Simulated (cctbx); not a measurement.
# Accept or mend?

Cell a = 8.9920 Å, b = 8.9920 Å, c = 7.3220 Å, α = 90.00°, β = 90.00°, γ = 90.00°; space group P4_2/mnm (no. 136). The compound is Ce2DyTl2.

The data are simulated with cctbx, not measured: Mo Kα, λ = 0.71073 Å, to d = 0.84 Å, 80 % of the full sphere, strongest reflection 20000 counts, noise from counting, a 4 % proportional error and a noise floor of 8 counts (s.d.); no absorption.

An anisotropic refinement with weights 1/σ² prints:

```text
Rint 0.036, 314 unique reflections to 0.84 A
cycle     R1     wR2    GooF  max shift (A)
   1  0.0165  0.0439   2.283   0.00050
   2  0.0094  0.0234   1.219   0.00000
final R1 0.0094 wR2 0.0234 GooF 1.219  parameters 16  data/parameter 19.6
atom        x        y        z      Ueq    occ   su(xyz)  su(Uiso or U11)
Tl1    0.11502  0.11502  0.19916   0.0030  1.000  0.00003  0.0001
Dy1    0.00000  0.50000  0.25000   0.0027  1.000  0.00000  0.0001
Ba1    0.80243  0.19757  0.00000   0.0016  1.000  0.00004  0.0002
Ce1    0.65868  0.65868  0.00000   0.0050  1.000  0.00004  0.0002
difference map: max 1.49 min -0.70 rms 0.21
Q1    0.1692  0.8308  0.0000    4    1.49  0.36 A from Ba1
Q2    0.0000  0.0000  0.2770    4    0.88  1.57 A from Tl1
Q3    0.0000  0.0000  0.4196    4    0.77  2.10 A from Ce1
Q4    0.0316  0.3821  0.0000    8    0.69  2.13 A from Dy1
Q5    0.1720  0.8280  0.3039    8    0.64  1.45 A from Ce1
Q6    0.0275  0.1175  0.0000    8    0.63  1.66 A from Tl1
```

Q: Accept it or mend it, and why?

Mend it. The fault: wrong element: Ba1 is Ce. Against the right model at the same level, R1 goes from 0.0085 to 0.0094 and GooF from 0.96 to 1.22 and U of Ba1 shrinks from 0.0036 to 0.0016 Å². Ba1 has 2 electrons too few and its U shrinks to make up, as expected (near an absorption edge f′ can widen the mismatch well beyond the difference in Z).

The compound is Ce2DyTl2. The right model at the same level gives:

```text
Rint 0.036, 314 unique reflections to 0.84 A
cycle     R1     wR2    GooF  max shift (A)
   1  0.0114  0.0288   1.499   0.00044
   2  0.0085  0.0184   0.960   0.00000
final R1 0.0085 wR2 0.0184 GooF 0.960  parameters 16  data/parameter 19.6
atom        x        y        z      Ueq    occ   su(xyz)  su(Uiso or U11)
Tl1    0.11501  0.11501  0.19916   0.0028  1.000  0.00002  0.0001
Dy1    0.00000  0.50000  0.25000   0.0024  1.000  0.00000  0.0001
Ce1    0.80244  0.19756  0.00000   0.0036  1.000  0.00003  0.0001
Ce2    0.65870  0.65870  0.00000   0.0047  1.000  0.00003  0.0001
difference map: max 0.88 min -0.56 rms 0.18
Q1    0.0000  0.0000  0.2756    4    0.88  1.57 A from Tl1
Q2    0.0000  0.0000  0.4181    4    0.75  2.11 A from Ce2
Q3    0.0319  0.3830  0.0000    8    0.70  2.13 A from Dy1
Q4    0.0248  0.1169  0.0000    8    0.66  1.67 A from Tl1
Q5    0.0000  0.0000  0.1454    4    0.66  1.51 A from Tl1
Q6    0.1169  0.3114  0.0586   16    0.65  2.04 A from Tl1
```

The model was made for the exercise: a known structure type with other elements put in, its volume estimated, not relaxed; displacement parameters are assumed.

[Middle refinement cycles are left out of these outputs.]

[Logs are printed without paths, hosts, clocks, repeated set-up lines and the standing remarks that a program may print on its own settings, such as how far it seeks lower states.]
